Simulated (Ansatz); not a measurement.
## Sn2S3 (Ottemannite): how G0W0 depends on its starting point

Aim: G0W0 for Sn2S3 (Ottemannite) on several starting functionals, at one mesh, band count and screening cutoff.

Main program and level: Ansatz 0.2.0; G0W0 on several functionals, plane waves, PAW.

In doubt: masses and optical values from hybrid runs of this build are listed as unsure (steps 3, 4), which bears on the screening that GW takes from such a start.

### Step 1. The starting structure

It takes space group Pnma (No. 62, orthorhombic). The conventional cell has a = 8.878 Å, b = 3.751 Å, c = 14.020 Å, α = 90.00°, β = 90.00°, γ = 90.00°. Sn has 6 S at 2.50 to 2.60 Å nearest. Nearest to Sn lie 4 S at 2.65 to 3.14 Å. Nearest to S lie 4 Sn at 2.57 to 3.14 Å. Nearest to S lie 3 Sn at 2.56 to 2.77 Å. Nearest to S lie 3 Sn at 2.50 to 2.65 Å. Farther neighbours and most contacts between anions are not listed.

The cell and positions come from the Crystallography Open Database and are kept as given unless a step says otherwise. The default PAW set here is soft_2. Its files were made with PBE.

### Step 2. G0W0 on r2SCAN

Now the one-shot GW correction: screening in the RPA, then the self-energy of the levels asked for.

This step: G0W0 on r2SCAN, plane waves, PAW.

input.yaml

```yaml
crystal:
  lattice:
    - [8.878, 0.0, 0.0]
    - [0.0, 3.751, 0.0]
    - [0.0, 0.0, 14.02]
  atoms:
    - { symbol: Sn, position: [0.16494, 0.25, 0.05195] }
    - { symbol: Sn, position: [0.33506, 0.75, 0.55195] }
    - { symbol: Sn, position: [0.66494, 0.25, 0.44805] }
    - { symbol: Sn, position: [0.83506, 0.75, 0.94805] }
    - { symbol: Sn, position: [0.48509, 0.75, 0.16936] }
    - { symbol: Sn, position: [0.01491, 0.25, 0.66936] }
    - { symbol: Sn, position: [0.98509, 0.75, 0.33064] }
    - { symbol: Sn, position: [0.51491, 0.25, 0.83064] }
    - { symbol: S, position: [0.98047, 0.75, 0.1064] }
    - { symbol: S, position: [0.51953, 0.25, 0.6064] }
    - { symbol: S, position: [0.48047, 0.75, 0.3936] }
    - { symbol: S, position: [0.01953, 0.25, 0.8936] }
    - { symbol: S, position: [0.33879, 0.75, 0.99524] }
    - { symbol: S, position: [0.16121, 0.25, 0.49524] }
    - { symbol: S, position: [0.83879, 0.75, 0.50476] }
    - { symbol: S, position: [0.66121, 0.25, 0.00476] }
    - { symbol: S, position: [0.28631, 0.25, 0.21246] }
    - { symbol: S, position: [0.21369, 0.75, 0.71246] }
    - { symbol: S, position: [0.78631, 0.25, 0.28754] }
    - { symbol: S, position: [0.71369, 0.75, 0.78754] }
kpoints:
  mp_grid: { grid: [2, 4, 2] }
hamiltonian:
  xc: r2scan
scf:
  occupations: { method: fixed }
gw:
  n_empty_bands: 420
  ecut_chi: 54
  qp_bands: [v4, c4]
  qp_kpoints: band_edges
  screening: { model: contour_deformation }
```

Started as:

```
> ansatz run input.yaml --threads 24 --pin off --max-ram 82944MiB --backend cuda --events-out ev --progress --plain --runs-dir out --devices 1 --max-vram 78GiB
```

Numbers of over 12 decimals in the logs are rounded to 6 here.

The log of the run:

```text
GPUs: using 1 of 1 available (devices: 1).
Engine: ansatz 0.2.0, aarch64-unknown-linux-gnu
Pseudopotentials: kind: paw
Pseudopotential: Sn, paw, valence charge 14, recommended cutoff 500 eV (meta_gga), Sn.paw.azcp
Pseudopotential: S, paw, valence charge 6, recommended cutoff 500 eV (meta_gga), S.paw.azcp
Functional definition: r2SCAN
  parameter k0 = 0.174
  parameter k1 = 0.065
  parameter a1 = 4.9479
  exchange = r2scan_x(k0 = k0, k1 = k1, a1 = a1)
  correlation = r2scan_c
[...]
Crystal: 20 atoms, lattice volume = 466.885 Å³
Basis set: ecut = 500 eV, 11863 PW (Γ), exchange–correlation on 288×120×432 points (64 copies of the dense FFT grid, shifted against one another)
Bands: 112, of which v1, the nominal top of the filled ones, is band 92 counted from 1 (91 counted from 0)
Symmetry: 8 space group operations
Space group: Pnma (ITA 62), of the structure as read, at distance tolerance 7.8e-5 Å
k-points: 12 of 16
Non-local potential: Sn, projectors of the file, l = 0: 2, l = 1: 2, l = 2: 2, l = 3: 2
Non-local potential: S, projectors of the file, l = 0: 2, l = 1: 2, l = 2: 2
PAW form: soft (Blöchl's): semilocal exchange-correlation on the pseudo side does not see the compensation charge
PAW frozen core: Sn, regenerated for the run's functional (the file was generated under x = pbe(κ = 0.804, μ = 0.219515), c = pbe(β = 0.066725))
PAW frozen core: S, regenerated for the run's functional (the file was generated under x = pbe(κ = 0.804, μ = 0.219515), c = pbe(β = 0.066725))
PAW one-centre angular grid: Sn, 590 points (default); XC on 249 of its mesh's 2787 points in the sphere
PAW one-centre angular grid: S, 302 points (default); XC on 160 Gauss nodes
Initial density: superposition of atomic densities (neutral atoms: chi_scale 0, normalization atom), corrected by the library's trained network
Initial wavefunctions: pseudopotential atomic-orbital guess
[...]
Functional: x = r2scan, c = r2scan; τ floored in thin density (d = 2e-4 eV/Å³)
SCF iter   1: F=—  HF=-59188.377575 eV  |F-HF|=—  |Δ(HF+E_count)|=         —  Δρ=6.36e-3  dr2=1.87e-1  dr2_τ=8.42e-2  ethr=1.77e-3  ⟨swp⟩=4.8  Hψ=4482  notcnv=0  defer=205
preconditioner: auto → Resta (q_TF=auto, 2.336 Å⁻¹)  ε∞=3.0  [insulator: Δε(μ)=0.954 eV  Ē_g=16.560 eV  n_scr=110 (ndim 8)  ℏωp=23.3 eV  f_vac=0.007  ε∞_Penn≈3.0]
SCF iter   2: F=—  HF=-59188.538108 eV  |F-HF|=—  |Δ(HF+E_count)|=   1.61e-1  Δρ=3.45e-3  dr2=4.58e-2  dr2_τ=7.31e-4  ethr=1.02e-4  ⟨swp⟩=3.0  Hψ=2618  notcnv=0  defer=212
SCF iter   3: F=—  HF=-59188.536886 eV  |F-HF|=—  |Δ(HF+E_count)|=   1.22e-3  Δρ=8.55e-4  dr2=2.74e-3  dr2_τ=1.90e-4  ethr=2.49e-5  ⟨swp⟩=2.2  Hψ=1637  notcnv=0  defer=212
SCF iter   4: F=—  HF=-59188.536773 eV  |F-HF|=—  |Δ(HF+E_count)|=   1.13e-4  Δρ=1.73e-4  dr2=1.70e-4  dr2_τ=1.27e-5  ethr=1.49e-6  ⟨swp⟩=2.7  Hψ=2176  notcnv=0  defer=212
SCF iter   5: F=—  HF=-59188.536824 eV  |F-HF|=—  |Δ(HF+E_count)|=   5.06e-5  Δρ=7.03e-5  dr2=4.06e-5  dr2_τ=1.87e-6  ethr=9.25e-8  ⟨swp⟩=2.0  Hψ=1604  notcnv=0  defer=194
SCF iter   6: F=—  HF=-59188.536830 eV  |F-HF|=—  |Δ(HF+E_count)|=   5.88e-6  Δρ=2.35e-5  dr2=5.83e-6  dr2_τ=2.52e-7  ethr=2.20e-8  ⟨swp⟩=2.0  Hψ=1648  notcnv=0  defer=188
SCF iter   7: F=—  HF=-59188.536830 eV  |F-HF|=—  |Δ(HF+E_count)|=   8.63e-7  Δρ=6.46e-6  dr2=3.23e-7  dr2_τ=1.16e-8  ethr=3.17e-9  ⟨swp⟩=2.0  Hψ=1613  notcnv=0  defer=188
SCF iter   8: F=-59188.536831 eV  HF=-59188.536831 eV  |F-HF|=4.84e-9  |Δ(HF+E_count)|=   1.01e-7  Δρ=1.90e-6  dr2=2.87e-8  dr2_τ=2.03e-9  ethr=5.43e-11  ⟨swp⟩=13.2  Hψ=6618  notcnv=0
SCF 1 converged in 8 iterations: F = -59188.536831 eV  dr2 = 2.87e-8
  greatest PAW one-centre occupation: 0.993 electrons in one spin orbital (limit 2), on the Sn atom at site 3 (counted from 0), in its partial waves of l = 2
[...]
NSCF: frozen V_eff on 12 k-points
the band table was solved once the SCF had ended and its energy, with any forces and stress, was formed, with the checks that follow a solve (5250 applications of the Hamiltonian). They found nothing against the state; the energy, forces and stress were not computed again (output.eigenvalues in the input reference)
[...]
NSCF: frozen V_eff on 12 k-points
G₀W₀ screening: q 1/12
[...]
SCF converged after 8 iterations
[...]
3    96      9.5518   -11.2285    -3.3275   -15.2791  0.7680    10.2906    10.2748  root
     4    89      6.0375   -17.4901     2.3604   -15.1840  0.7465     6.0916     6.0917  root
     4    90      6.0375   -17.4901     2.3604   -15.1840  0.7465     6.0916     6.0917  root
     4    91      6.5616   -16.3561     1.6485   -14.6931  0.7642     6.5471     6.5471  root
     4    92      6.5616   -16.3561     1.6485   -14.6931  0.7642     6.5471     6.5471  root
     4    93      8.8003   -10.9679    -3.0477   -14.6798  0.7774     9.4720     9.4644  root
     4    94      8.8003   -10.9679    -3.0477   -14.6798  0.7774     9.4720     9.4644  root
     4    95      9.0055   -10.7786    -3.1019   -14.5373  0.7730     9.6694     9.6622  root
     4    96      9.0055   -10.7786    -3.1019   -14.5373  0.7730     9.6694     9.6622  root
     5    89      6.0427   -17.9816     2.5569   -15.4892  0.7455     6.1071     6.1073  root
     5    90      6.0427   -17.9816     2.5569   -15.4892  0.7455     6.1071     6.1073  root
     5    91      6.5692   -16.5809     1.6691   -14.9278  0.7639     6.5852     6.5852  root
     5    92      6.5692   -16.5809     1.6691   -14.9278  0.7639     6.5852     6.5852  root
     5    93      8.4156   -10.6808    -2.8951   -14.1945  0.7831     9.0403     9.0341  root
     5    94      8.4156   -10.6808    -2.8951   -14.1945  0.7831     9.0403     9.0341  root
     5    95      9.3957   -10.5179    -3.2401   -14.4005  0.7680    10.0449    10.0381  root
     5    96      9.3957   -10.5179    -3.2401   -14.4005  0.7680    10.0449    10.0381  root
     6    89      6.6476   -16.1946     1.6858   -14.5215  0.7611     6.6600     6.6602  root
     6    90      6.6476   -16.1946     1.6858   -14.5215  0.7611     6.6600     6.6602  root
     6    91      6.9680   -16.5806     1.6080   -15.0330  0.7619     7.0284     7.0285  root
     6    92      6.9680   -16.5806     1.6080   -15.0330  0.7619     7.0284     7.0285  root
     6    93      8.5506   -10.9614    -2.9778   -14.5677  0.7785     9.1882     9.1792  root
     6    94      8.5506   -10.9614    -2.9778   -14.5677  0.7785     9.1882     9.1792  root
     6    95      9.5146   -11.4164    -3.2521   -15.3565  0.7727    10.2176    10.2026  root
[...]
11    89      6.2014   -17.1559     2.0561   -15.1375  0.7538     6.2390     6.2390  root
    11    90      6.2014   -17.1559     2.0561   -15.1375  0.7538     6.2390     6.2390  root
    11    91      6.2014   -17.1559     2.0561   -15.1375  0.7538     6.2390     6.2390  root
    11    92      6.2014   -17.1559     2.0561   -15.1375  0.7538     6.2390     6.2390  root
    11    93      8.8984   -10.9025    -3.0474   -14.6132  0.7780     9.5709     9.5618  root
    11    94      8.8984   -10.9025    -3.0474   -14.6132  0.7780     9.5709     9.5618  root
    11    95      8.8984   -10.9025    -3.0474   -14.6132  0.7780     9.5709     9.5618  root
    11    96      8.8984   -10.9025    -3.0474   -14.6132  0.7780     9.5709     9.5618  root
```

The job ended after 18 s (1 × NVIDIA GB200 (shared by 2 runs) with 24 threads of Arm Neoverse V2, shared host; peak memory 5.1 GiB; 62 s of CPU time).

This step gave:

- bands summed: 512
- RPA ε∞ on this mesh (eigenvalues): 8.264, 8.282, 8.516
- plane waves in the screening matrix: 423
- q-points in the mesh: 16
- G0W0 gap on the mesh: 1.392 eV
- k of the valence top: 0, 0, 0
- k of the conduction bottom: 0, 0, -0.5
- starting gap on the mesh: 0.8819 eV
- Z at the valence top: 0.7678
- Z at the conduction bottom: 0.7838
- least direct G0W0 gap on the computed points: 1.415 eV

The gap on the mesh goes from 0.88 eV to 1.39 eV, a correction of +0.51 eV, though a band edge has moved to another state.

### Step 3. G0W0 on HSE06

The same correction from a different start measures what one shot leaves open.

This step: G0W0 on HSE06, plane waves, PAW.

input.yaml, as its differences from that of step 2:

```diff
@@ -29,3 +29,3 @@
 hamiltonian:
-  xc: r2scan
+  xc: hse06
 scf:
```

The log of the run:

```text
GPUs: using 1 of 1 available (devices: 1).
[...]
davidson cushion auto → on  (no smearing: the cushion is to keep the highest requested band from converging to the state above it; pin scf.eigensolver.cushion to override)
[...]
Crystal: 20 atoms, lattice volume = 466.885 Å³
Basis set: ecut = 420 eV, 9143 PW (Γ)
Bands: 112, of which v1, the nominal top of the filled ones, is band 92 counted from 1 (91 counted from 0)
[... 1 set-up line as in the run before ...]
[...]
k-points: 12 of 16
[...]
SCF iter   1: F=—  HF=-59026.247115 eV  |F-HF|=—  |Δ(HF+E_count)|=         —  Δρ=2.29e-3  dr2=5.69e-2  ethr=1.77e-3  ⟨swp⟩=8.6  Hψ=6238  notcnv=0
[...]
SCF iter   2: F=—  HF=-59026.241284 eV  |F-HF|=—  |Δ(HF+E_count)|=   5.83e-3  Δρ=1.25e-3  dr2=2.18e-2  ethr=3.09e-5  ⟨swp⟩=5.7  Hψ=4616  notcnv=0
[...]
SCF iter   6: F=-59026.237904 eV  HF=-59026.237892 eV  |F-HF|=1.24e-5  |Δ(HF+E_count)|=   1.54e-5  Δρ=6.83e-5  dr2=1.32e-5  ethr=6.90e-9  ⟨swp⟩=4.9  Hψ=7124  notcnv=0
SCF 1 stopped early in 6 iterations: F = -59026.237904 eV  dr2 = 1.32e-5
[...]
Exchange kernel: α = 0.2500, screened, ω = 0.2079 Å⁻¹, Wigner–Seitz truncation, v(0) = 1038.7383 eV·Å³, q-mesh 2×4×2, nearest image of the exchange supercell L = 15.00 Å, pair-density grid 40×18×60, without the augmentation charges, whose exchange is taken in its separable form by FFT convolution over the k-point mesh (sized by the pseudopotential files, 64×25×96 at the most), smooth part of the exact exchange by density-matrix convolution in up to 11.09 GiB of GPU memory as planned if the GPU has room (build and FFT work areas not counted)
Frozen-core exchange: fock
SCF iter   1: F=—  HF=-59065.527270 eV  |F-HF|=—  |Δ(HF+E_count)|=         —  Δρ=5.70e-3  dr2=1.10e-1  ethr=7.18e-8  ⟨swp⟩=11.3  Hψ=9298  notcnv=0
[...]
SCF iter   2: F=—  HF=-59065.495231 eV  |F-HF|=—  |Δ(HF+E_count)|=   3.20e-2  Δρ=2.38e-3  dr2=2.41e-2  ethr=7.18e-8  ⟨swp⟩=7.8  Hψ=7139  notcnv=0
[...]
hybrid outer 1: dexx = +6.846e-2 eV, tail = 3.73e-4 eV
[...]
SCF 3 converged in 5 iterations: F = -59065.549326 eV  dr2 = 6.59e-8
hybrid outer 2: dexx = +6.408e-6 eV, tail = 2.79e-7 eV, Δε = 2.94e-3 eV (about 1.31e-4 eV left of the loop's levels)
[...]
2    96      9.7841   -10.5423    -3.3334   -14.4487  0.7906    10.3630    10.3570  root
     3    89      6.2709   -16.5504     1.7674   -14.9647  0.7776     6.4522     6.4527  root
     3    90      6.2709   -16.5504     1.7674   -14.9647  0.7776     6.4522     6.4527  root
     3    91      6.3158   -16.5238     1.7318   -14.9800  0.7778     6.5034     6.5039  root
     3    92      6.3158   -16.5238     1.7318   -14.9800  0.7778     6.5034     6.5039  root
     3    93      9.0874   -10.2527    -3.0822   -13.8663  0.7960     9.6223     9.6188  root
     3    94      9.0874   -10.2527    -3.0822   -13.8663  0.7960     9.6223     9.6188  root
     3    95      9.7833   -10.9736    -3.2795   -14.8462  0.7883    10.3824    10.3764  root
[...]
11    93      9.0807   -10.5849    -3.0389   -14.1745  0.7961     9.6352     9.6314  root
    11    94      9.0807   -10.5849    -3.0389   -14.1745  0.7961     9.6352     9.6314  root
    11    95      9.0807   -10.5849    -3.0389   -14.1745  0.7961     9.6352     9.6314  root
    11    96      9.0807   -10.5849    -3.0389   -14.1745  0.7961     9.6352     9.6314  root
```

Wall time 56 s (1 × NVIDIA GB200 (shared by 2 runs) with 24 threads); peak memory 4.3 GiB.

This step gave:

```yaml
bands_summed: 512
rpa_eps_infinity_on_this_mesh_eigenvalues: 7.133, 7.189, 7.577
plane_waves_in_the_screening_matrix: 423
q_points_in_the_mesh: 16
g0w0_gap_on_the_mesh: 1.547 eV
k_of_the_valence_top: 0, 0, 0
k_of_the_conduction_bottom: 0, 0, -0.5
starting_gap_on_the_mesh: 1.280 eV
z_at_the_valence_top: 0.7856
z_at_the_conduction_bottom: 0.8011
least_direct_g0w0_gap_on_the_computed_points: 1.570 eV
```

Against the run with 2×4×2 mesh, 420 empty bands, screening to 54 eV on r2SCAN, the gap moves by +0.15 eV, while the start moved by +0.40 eV.

### Step 4. G0W0 on PBE0

This step: G0W0 on PBE0, plane waves, PAW.

input.yaml, as its differences from that of step 3:

```diff
@@ -29,3 +29,3 @@
 hamiltonian:
-  xc: hse06
+  xc: pbe0
 scf:
```

The log of the run:

```text
GPUs: using 1 of 1 available (devices: 1).
[...]
Crystal: 20 atoms, lattice volume = 466.885 Å³
Basis set: ecut = 420 eV, 9143 PW (Γ)
Bands: 112, of which v1, the nominal top of the filled ones, is band 92 counted from 1 (91 counted from 0)
[... 1 set-up line as in the run before ...]
[...]
k-points: 12 of 16
[...]
3    93      9.4217   -10.1871    -3.0070   -13.4834  0.8118     9.7117     9.7110  root
     3    94      9.4217   -10.1871    -3.0070   -13.4834  0.8118     9.7117     9.7110  root
     3    95     10.1290   -10.9281    -3.1866   -14.4704  0.8056    10.4860    10.4847  root
[...]
11    93      9.4133   -10.5184    -2.9682   -13.7959  0.8119     9.7236     9.7228  root
    11    94      9.4133   -10.5184    -2.9682   -13.7959  0.8119     9.7236     9.7228  root
    11    95      9.4133   -10.5184    -2.9682   -13.7959  0.8119     9.7236     9.7228  root
    11    96      9.4133   -10.5184    -2.9682   -13.7959  0.8119     9.7236     9.7228  root
```

The job ended after 56 s (1 × NVIDIA GB200 (shared by 2 runs) with 24 threads; peak memory 4.3 GiB; 3.9 min of CPU time).

Numbers from this step:

```yaml
bands_summed: 512
rpa_eps_infinity_on_this_mesh_eigenvalues: 6.241, 6.294, 6.704
plane_waves_in_the_screening_matrix: 423
g0w0_gap_on_the_mesh: 1.707 eV
k_of_the_valence_top: 0, 0, 0
k_of_the_conduction_bottom: 0, -0.5, -0.5
starting_gap_on_the_mesh: 1.934 eV
least_direct_g0w0_gap_on_the_computed_points: 1.728 eV
```

Against the run with 2×4×2 mesh, 420 empty bands, screening to 54 eV on HSE06, the gap moves by +0.16 eV, while the start moved by +0.65 eV.

### Step 5. Side by side

All on the 2×4×2 mesh with 420 empty bands and screening to 54 eV. Times are wall times on 1 × NVIDIA GB200 (shared by 2 runs) with 24 threads of Arm Neoverse V2, shared host, good to a factor of about two.

```csv
start,starting gap (eV),shift (eV),G0W0 gap (eV),RPA ε∞ (harmonic mean),"Z (valence, conduction)",time
r2SCAN,0.88,+0.51,1.39,8.35,"0.77, 0.78",18 s
HSE06,1.28,+0.27,1.55,7.29,"0.79, 0.80",56 s
PBE0,1.93,−0.23,1.71,6.41,"0.80, 0.82",56 s
```

The parts of the quasiparticle energy at the two band edges (eV; QP = start + Σx + Σc − Vxc):

```csv
run,edge,start,Σx,Σc,Vxc,Z,QP
r2SCAN,valence top,7.53,-17.15,1.52,-15.74,0.77,7.64
r2SCAN,conduction bottom,8.45,-10.58,-2.92,-14.08,0.78,9.03
HSE06,valence top,7.30,-17.13,1.46,-15.92,0.79,7.55
HSE06,conduction bottom,8.60,-10.25,-2.96,-13.71,0.80,9.09
PBE0,valence top,6.96,-17.16,1.41,-16.26,0.80,7.47
PBE0,conduction bottom,8.90,-10.32,-2.85,-13.45,0.82,9.18
```

For a hybrid start, Vxc holds its share of exact exchange. Where G0W0 reorders the edges (r2SCAN and HSE06), the two states listed lie further apart at the start than the starting gap.

### Step 6. Summary of results

```
G0W0@r2SCAN  : 1.39 eV (start 0.88 eV)
G0W0@HSE06   : 1.55 eV (start 1.28 eV)
G0W0@PBE0    : 1.71 eV (start 1.93 eV)
known limits : not at the basis limit; no spin-orbit coupling; coarse k mesh
```

The starting gaps span 1.05 eV and the G0W0 gaps 0.31 eV. Between r2SCAN and PBE0, 0.31 eV of the 1.05 eV survives, 30 %. PBE0 screens less than r2SCAN (ε∞ 6.41 against 8.35). Of the 0.31 eV by which its G0W0 gap is higher, the correlation part gives +0.17 eV, and exchange with the one-particle terms, which follow the orbitals, +0.14 eV. On PBE0 the correction is negative: that start lies above its own G0W0 value. The smallest correction, −0.23 eV, is on PBE0, the start nearest to reproducing itself, though another is as near within the errors. Bands and cutoff are finite, so the gap is not at the basis limit. The miss can reach some tenths of an eV and take either sign; the mesh is an error of its own. The 2×4×2 mesh is coarse for this cell (its supercell is 15 Å along the shortest edge). The RPA ε∞ on it, from the r2SCAN start, is 8.26, 8.28 and 8.52; such meshes misread the long-range screening, most where the gap is narrow. The program warns that the mesh is coarse for exact exchange, which bears on the hybrid start's gap. The many-body steps are scalar-relativistic: spin-orbit coupling is not in them.

[Paths, hosts, dates, memory and timing lines, banners, echoed tables and standing remarks are left out of the program output.]

[Logs are printed without paths, hosts, clocks, repeated set-up lines and the standing remarks that a program may print on its own settings, such as how far it seeks lower states.]

[Runs of the session that timed out or met a known fault of the program may be left out.]

[Cells called generated may have been cut or substituted from an entry of the Crystallography Open Database or the Materials Project.]

[Hosts, paths, dates, database ids (printed as entryN), source tags and the programs' standing remarks are cut or masked in the printed files.]
